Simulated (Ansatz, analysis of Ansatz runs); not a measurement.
# Does V_Mg go to the (010) surface of MgH2?

Question: does neutral V_Mg prefer the (010) surface of MgH2 or the inside, and by how much? The same defect is put at one site in each of several layers from the top towards the middle of one slab. Model: a cell of 96 host atoms with 1 Mg taken out.

Program: Ansatz 0.2.0. Level of theory: plane-wave PAW DFT, PBEsol and LDA; a slab with vacuum, neutral defects. Results are calculated unless marked as measured.

### 1. Starting point

The cell holds 95 atoms: 31 Mg and 64 H. Its edges and angles: a = 8.958 Å, b = 10.785 Å, c = 22.000 Å, α = 90.0°, β = 90.0°, γ = 90.0°. It derives from MgH2 (space group Pbcn), repeated 2×2×1. Vacuum lies along c. Nearest the centre at fractional (0.524, 0.337, 0.666): H67 at 1.84 Å, H69 at 1.88 Å, H65 at 1.90 Å, H16 at 2.01 Å, H22 at 2.07 Å, Mg7 at 3.05 Å, H95 at 3.08 Å, H64 at 3.18 Å.

The cell's shortest repeat is 9.0 Å.

### 2. The clean slab

The slab is cut stoichiometric, symmetric and without a dipole, at the in-plane lattice of the database's bulk structure, and all its atoms relax. Miller indices refer to pymatgen's conventional standard cell, whose axes can be ordered otherwise than in the space-group symbol.

The input, slab/input.yaml:

```yaml
crystal:
  lattice:
    - [4.479072, 0.0, 0.0]
    - [0.0, 5.392622, 0.0]
    - [0.0, 0.0, 22.0]
  atoms:
    - { symbol: Mg, position: [0.5, 0.8315276, 0.3331078] }
    - { symbol: Mg, position: [1.0, 0.6684724, 0.4443693] }
    - { symbol: Mg, position: [0.5, 0.1684724, 0.4443693] }
    - { symbol: Mg, position: [1.0, 0.3315276, 0.3331078] }
    - { symbol: Mg, position: [0.5, 0.8315276, 0.5556307] }
    - { symbol: Mg, position: [1.0, 0.6684724, 0.6668922] }
    - { symbol: Mg, position: [0.5, 0.1684724, 0.6668922] }
    - { symbol: Mg, position: [1.0, 0.3315276, 0.5556307] }
    - { symbol: H, position: [0.7276925, 0.8910687, 0.4065821] }
    - { symbol: H, position: [0.2276925, 0.6089313, 0.370895] }
    - { symbol: H, position: [0.7723075, 0.6089313, 0.2953207] }
    - { symbol: H, position: [0.2723075, 0.8910687, 0.4821564] }
    - { symbol: H, position: [0.7276925, 0.1089313, 0.2953207] }
    - { symbol: H, position: [0.2276925, 0.3910687, 0.4821564] }
    - { symbol: H, position: [0.7723075, 0.3910687, 0.4065821] }
    - { symbol: H, position: [0.2723075, 0.1089313, 0.370895] }
    - { symbol: H, position: [0.7276925, 0.8910687, 0.629105] }
    - { symbol: H, position: [0.2276925, 0.6089313, 0.5934179] }
    - { symbol: H, position: [0.7723075, 0.6089313, 0.5178436] }
    - { symbol: H, position: [0.2723075, 0.8910687, 0.7046793] }
    - { symbol: H, position: [0.7276925, 0.1089313, 0.5178436] }
    - { symbol: H, position: [0.2276925, 0.3910687, 0.7046793] }
    - { symbol: H, position: [0.7723075, 0.3910687, 0.629105] }
    - { symbol: H, position: [0.2723075, 0.1089313, 0.5934179] }
basis:
  ecutwfc: 420
  xc_grid: 2
hamiltonian:
  xc: pbesol
kpoints:
  mp_grid: { grid: [2, 2, 1] }
scf:
  occupations: { method: fermi_dirac, width: 0.01 }
  max_iter: 100
relax:
  f_tol: 0.01
  max_steps: 100
  random_displacement: { amplitude: 0.03, seed: 8586 }
output:
  forces: true
  eigenvalues: true
```

Started as:

```bash
$ ansatz run input.yaml --threads 8 --pin off --max-ram 18841MiB --backend cpu --events-out ev --progress --plain --runs-dir out
```

Numbers of over 12 decimals in the logs are rounded to 6 here.

What it wrote:

```text
[... repeated set-up lines and file paths are left out, and long positions are rounded to six places ...]
The last accepted step is kept in <dir> (removed where the run ends without a failure and the disk answers)
Engine: ansatz 0.2.0, aarch64-unknown-linux-gnu
Pseudopotentials: kind: paw
Pseudopotential: Mg, paw, valence charge 10, recommended cutoff 420 eV (normal), Mg.paw.azcp
Pseudopotential: H, paw, valence charge 1, recommended cutoff 420 eV (normal), H.paw.azcp
Functional definition: PBEsol
  exchange = pbesol_x
  correlation = pbesol_c
Crystal: 24 atoms, lattice volume = 531.387 Å³
Basis set: ecut = 420 eV, 10413 PW (Γ), exchange–correlation on 60×80×300 points (8 copies of the dense FFT grid, shifted against one another)
Bands: 72, of which v1, the nominal top of the filled ones, is band 48 counted from 1 (47 counted from 0)
Symmetry: 1 space group operations
k-points: 4
Non-local potential: Mg, projectors of the file, l = 0: 3, l = 1: 2, l = 2: 1
Non-local potential: H, projectors of the file, l = 0: 2, l = 1: 1
PAW form: soft (Blöchl's): semilocal exchange-correlation on the pseudo side does not see the compensation charge
PAW frozen core: Mg, regenerated for the run's functional, and the local potential with it (the file was generated under x = pbe(κ = 0.804, μ = 0.219515), c = pbe(β = 0.066725))
PAW one-centre angular grid: Mg, 110 points (default); XC on 64 Gauss nodes
PAW one-centre angular grid: H, 110 points (default); XC on 64 Gauss nodes
Initial density: superposition of atomic densities (neutral atoms: chi_scale 0, normalization atom), corrected by the library's trained network
Initial wavefunctions: pseudopotential atomic-orbital guess
Functional: x = pbesol(κ = 0.804, μ = 0.123457), c = pbesol(β = 0.046)
SCF iter   1: F=—  HF=-15548.311946 eV  |F-HF|=—  |Δ(HF+E_count)|=         —  Δρ=4.08e-3  dr2=6.45e-2  ethr=1.77e-3  ⟨swp⟩=7.2  Hψ=1341  notcnv=0  defer=26
preconditioner: auto → Resta (q_TF=auto, 2.051 Å⁻¹)  ε∞=2.1  [insulator: Δε(μ)=2.013 eV  Ē_g=8.774 eV  σ=0.010 eV  W_gap=1.00  n_scr=86 (ndim 8)  ℏωp=9.1 eV  f_vac=0.495  D(μ)=0.00/eV (n_scr^D=0)  ε∞_Penn≈2.1  vacuum switching on, ρ_ref=5.6e-3 e/Å³]
SCF iter   2: F=—  HF=-15548.296451 eV  |F-HF|=—  |Δ(HF+E_count)|=   1.55e-2  Δρ=1.80e-3  dr2=1.34e-2  ethr=6.72e-5  ⟨swp⟩=2.2  Hψ=399  notcnv=0  defer=75
SCF iter   3: F=—  HF=-15548.294429 eV  |F-HF|=—  |Δ(HF+E_count)|=   2.02e-3  Δρ=1.60e-4  dr2=3.77e-4  ethr=1.40e-5  ⟨swp⟩=2.2  Hψ=301  notcnv=0  defer=75
SCF iter   4: F=—  HF=-15548.294479 eV  |F-HF|=—  |Δ(HF+E_count)|=   4.98e-5  Δρ=7.72e-5  dr2=3.40e-5  ethr=3.93e-7  ⟨swp⟩=2.0  Hψ=308  notcnv=0  defer=75
iter 5 did not close the SCF: its close was put off for the readings that it lacked (scf_convergence_deferred on its scf_iter line)
[...]
Internal energy: -15548.896847 eV  (E = F + TS)
E sigma→0 (E₀):  -15548.896847 eV
Fermi energy:    -0.320966 eV
--- Per-component energies (eV) ---
  E_band       = -3402.373420
  E_kinetic    = 823.695080
  E_local      = -53693.005507  (includes V_loc(G=0)·N_el)
  E_nonlocal   = 789.012075
  E_hartree    = 24690.653066
  E_xc         = -370.997901
  E_vxc        = -481.994891  (∫ρ·V_xc dr)
  E_paw        = -2256.030522  (= ΣΔE_a)
  E_vpaw       = -221.371731  (= ΣTr[D̂ρ^β])
  E_aug_tail   = -0.019552  (compensation charges beyond the density's cutoff)
  E_ewald      = 14467.325516
  E_core_change = 0.470898  (= ΣΔE_core)
  E_smearing   = -0.000000  (= −TS)
  E_closure    = -0.000000  (closes the sum)
  Σ components = -15548.896847   (vs F -15548.896847, Δ=0.00e0)
--- Forces (eV/Å), atoms counted from 1 ---
  atom   1  Mg     0.00082919     0.00117748    -0.00180918
  atom   2  Mg     0.00031091    -0.00010320    -0.00038116
  atom   3  Mg    -0.00030852    -0.00020856    -0.00060637
  atom   4  Mg    -0.00074120     0.00089752    -0.00183557
  atom   5  Mg     0.00017479    -0.00016257     0.00065530
  atom   6  Mg     0.00078162    -0.00100286     0.00179575
  atom   7  Mg    -0.00103218    -0.00084382     0.00202242
  atom   8  Mg    -0.00015112     0.00029697     0.00074249
[...]
atom  21  H      0.00010145     0.00019592     0.00022748
  atom  22  H      0.00114918     0.00062487    -0.00073648
  atom  23  H     -0.00009565     0.00099227    -0.00162732
  atom  24  H     -0.00108446     0.00097383    -0.00031246
  max |Σ_I F_I| component: 1.04e-6 eV/Å
--- Band table (eV) ---
  k-point 0: bands = ["-75.7558", "-75.7557", "-75.7549", "-75.7548", [... 64 left out ...] "6.0471", "6.4271", "6.5134", "6.7738"]
  k-point 1: bands = ["-75.7554", "-75.7553", "-75.7553", "-75.7551", [... 64 left out ...] "5.9430", "5.9431", "6.1309", "6.1309"]
  [... further k-points left out ...]
--- Relaxed structure (8 steps of the walk, 7 accepted, 0 SCFs on fresh bases) ---
  F+E_penalty+E_count = -15548.89684681 eV   max|allowed force component| = 2.022e-3 eV/Å
  atoms:
    - { symbol: Mg, position: [0.547246, 0.826920, 0.333266] }
    - { symbol: Mg, position: [1.009281, 0.665167, 0.443827] }
    - { symbol: Mg, position: [0.493119, 0.165167, 0.443828] }
    - { symbol: Mg, position: [0.955153, 0.326924, 0.333267] }
    - { symbol: Mg, position: [0.509276, 0.835170, 0.555804] }
    - { symbol: Mg, position: [1.047238, 0.673414, 0.666367] }
    - { symbol: Mg, position: [0.455159, 0.173414, 0.666364] }
    - { symbol: Mg, position: [0.993107, 0.335167, 0.555803] }
    - { symbol: H, position: [0.728701, 0.887799, 0.410012] }
    - { symbol: H, position: [0.199414, 0.628272, 0.363673] }
    - { symbol: H, position: [0.698352, 0.552216, 0.294098] }
    - { symbol: H, position: [0.273631, 0.891453, 0.481672] }
    - { symbol: H, position: [0.804050, 0.052219, 0.294098] }
    - { symbol: H, position: [0.228780, 0.391456, 0.481673] }
    - { symbol: H, position: [0.773703, 0.387795, 0.410014] }
    - { symbol: H, position: [0.302992, 0.128270, 0.363672] }
[...]
- { symbol: H, position: [0.728785, 0.108865, 0.517959] }
    - { symbol: H, position: [0.304044, 0.448127, 0.705534] }
    - { symbol: H, position: [0.802996, 0.372071, 0.635961] }
    - { symbol: H, position: [0.273712, 0.112553, 0.589616] }
[key lines of the parts left out:]
SCF converged after 5 iterations
Free energy (F): -15548.896847 eV
```

It took 11 s on 8 threads of Arm Neoverse V1, shared host; peak memory 0.92 GiB.

Relaxation path:

```csv
step,energy less that of the first step (eV),largest force component (eV/Å)
1,0.0000,1.1827
2,-0.4567,0.2210
3,-0.5519,0.0789
4,-0.5983,0.0300
5,-0.6021,0.0090
6,-0.6021,0.0090
7,-0.6021,0.0148
8,-0.6023,0.0020
```

Relaxation step 7 was tried and not accepted.

The atoms that moved most (Å, from the sites as typed, ahead of the random displacement, the mean shift of all atoms taken out):

```csv
atom,dx,dy,dz,length
H20,-0.337,0.307,0.023,0.456
H22,0.337,0.307,0.023,0.456
H13,0.337,-0.307,-0.023,0.456
H11,-0.337,-0.307,-0.023,0.456
H17,-0.132,-0.104,0.155,0.228
H23,0.132,-0.103,0.155,0.228
H16,0.132,0.103,-0.155,0.228
H10,-0.132,0.103,-0.155,0.228
```

Final coordinates:

```xyz
24
Lattice="4.4791 0.0000 0.0000 0.0000 5.3926 0.0000 0.0000 0.0000 22.0000" Properties=species:S:1:pos:R:3
Mg    2.4512    4.4593    7.3319
Mg    4.5206    3.5870    9.7642
Mg    2.2087    0.8907    9.7642
Mg    4.2782    1.7630    7.3319
Mg    2.2811    4.5038   12.2277
Mg    4.6907    3.6315   14.6601
Mg    2.0387    0.9352   14.6600
Mg    4.4482    1.8074   12.2277
H     3.2639    4.7876    9.0203
H     0.8932    3.3880    8.0008
H     3.1280    2.9779    6.4702
H     1.2256    4.8073   10.5968
H     3.6014    0.2816    6.4702
H     1.0247    2.1110   10.5968
H     3.4655    2.0912    9.0203
H     1.3571    0.6917    8.0008
H     3.1325    4.7026   13.9912
H     1.0242    3.3032   12.9716
H     3.4650    3.2834   11.3951
H     0.8883    5.1129   15.5217
H     3.2643    0.5871   11.3951
H     1.3618    2.4166   15.5217
H     3.5967    2.0064   13.9911
H     1.2260    0.6070   12.9715
```

With the common shift taken out, atoms move by up to 0.46 Å from the bulk-cut sites, and by up to 0.15 Å along the normal.

On a dense mesh the slab's energy differs by 10 meV an atom, so the sampling is kept; the layers are compared at one sampling, where most of this error should cancel, which was not tested.

### 3. Does the supercell reconstruct?

The clean supercell is relaxed from displaced atoms, since a reconstruction that only the larger cell allows would otherwise be counted to the defect.

The input, pristine.relax/input.yaml:

```yaml
crystal:
  lattice:
    - [8.958144, 0.0, 0.0]
    - [0.0, 10.785244, 0.0]
    - [0.0, 0.0, 22.0]
  atoms:
    - { symbol: Mg, position: [0.27362323, 0.41345996, 0.33326618] }
    - { symbol: Mg, position: [0.50464072, 0.33258344, 0.44382713] }
    - { symbol: Mg, position: [0.24655932, 0.08258374, 0.44382821] }
    - { symbol: Mg, position: [0.47757664, 0.16346178, 0.33326686] }
[... 86 atom lines left out ...]
    - { symbol: H, position: [0.88680285, 0.80443419, 0.5179582] }
    - { symbol: H, position: [0.59916339, 0.97406551, 0.70553173] }
    - { symbol: H, position: [0.86439268, 0.5544324, 0.51795933] }
    - { symbol: H, position: [0.65202184, 0.7240633, 0.70553404] }
    - { symbol: H, position: [0.9014981, 0.68603566, 0.63596085] }
    - { symbol: H, position: [0.636856, 0.55627658, 0.58961587] }
basis:
  ecutwfc: 420
  xc_grid: 2
hamiltonian:
  xc: pbesol
kpoints:
  mp_grid: { grid: [1, 1, 1] }
scf:
  occupations: { method: fermi_dirac, width: 0.01 }
  max_iter: 80
output:
  forces: true
relax:
  f_tol: 0.015
  max_steps: 80
  random_displacement: { amplitude: 0.05, seed: 8595 }
```

What it wrote:

```text
[...]
Crystal: 96 atoms, lattice volume = 2125.547 Å³
Basis set: ecut = 420 eV, 41501 PW (Γ), exchange–correlation on 120×150×300 points (8 copies of the dense FFT grid, shifted against one another)
Bands: 288, of which v1, the nominal top of the filled ones, is band 192 counted from 1 (191 counted from 0)
Symmetry: 1 space group operations
k-points: 1
[...]
SCF iter   1: F=—  HF=-62195.059231 eV  |F-HF|=—  |Δ(HF+E_count)|=         —  Δρ=4.21e-3  dr2=2.86e-1  ethr=1.77e-3  ⟨swp⟩=8.0  Hψ=1318  notcnv=0  defer=54
[...]
SCF iter   6: F=-62194.974786 eV  HF=-62194.974785 eV  |F-HF|=2.83e-7  |Δ(HF+E_count)|=   1.22e-6  Δρ=2.00e-6  dr2=1.91e-7  ethr=7.27e-10  ⟨swp⟩=2.0  Hψ=743  notcnv=0
SCF 1 converged in 6 iterations: F = -62194.974786 eV  dr2 = 1.91e-7
[...]
- { symbol: Mg, position: [0.227544, 0.086904, 0.666385] }
    - { symbol: Mg, position: [0.496805, 0.167738, 0.555791] }
    - { symbol: H, position: [0.364575, 0.443770, 0.409965] }
    - { symbol: H, position: [0.099933, 0.314000, 0.363590] }
    - { symbol: H, position: [0.349392, 0.275946, 0.294084] }
    - { symbol: H, position: [0.137049, 0.445659, 0.481571] }
    - { symbol: H, position: [0.402232, 0.025925, 0.294135] }
    - { symbol: H, position: [0.114727, 0.195806, 0.481694] }
    - { symbol: H, position: [0.387329, 0.193620, 0.410057] }
    - { symbol: H, position: [0.151736, 0.064051, 0.363799] }
[...]
- { symbol: Mg, position: [0.754806, 0.917760, 0.555824] }
    - { symbol: Mg, position: [1.023966, 0.836880, 0.666412] }
    - { symbol: Mg, position: [0.727387, 0.586964, 0.666407] }
    - { symbol: Mg, position: [0.996605, 0.667689, 0.555894] }
[...]
- { symbol: H, position: [0.864559, 0.554509, 0.518004] }
    - { symbol: H, position: [0.651797, 0.724361, 0.705548] }
    - { symbol: H, position: [0.901553, 0.686317, 0.636073] }
    - { symbol: H, position: [0.636980, 0.556476, 0.589588] }
[key lines of the parts left out:]
SCF converged after 6 iterations
Free energy (F): -62195.587333 eV
Fermi energy:    -0.320857 eV
```

It took 20 s on 8 threads; peak memory 2 GiB.

Atoms end at most 0.01 Å from the small cell's positions, so the small cell's structure is at least a local minimum.

(Part 1 of 3 ends here.)

[Logs are printed without paths, hosts, clocks, repeated set-up lines and the standing remarks that a program may print on its own settings, such as how far it seeks lower states.]

[Hosts, paths, dates, database ids (printed as entryN), source tags and the programs' standing remarks are cut or masked in the printed files.]

[Maps of the electrostatic potential energy from Ansatz leave out the sawtooth potential of an applied field or a dipole correction, so their vacuum need not be flat.]
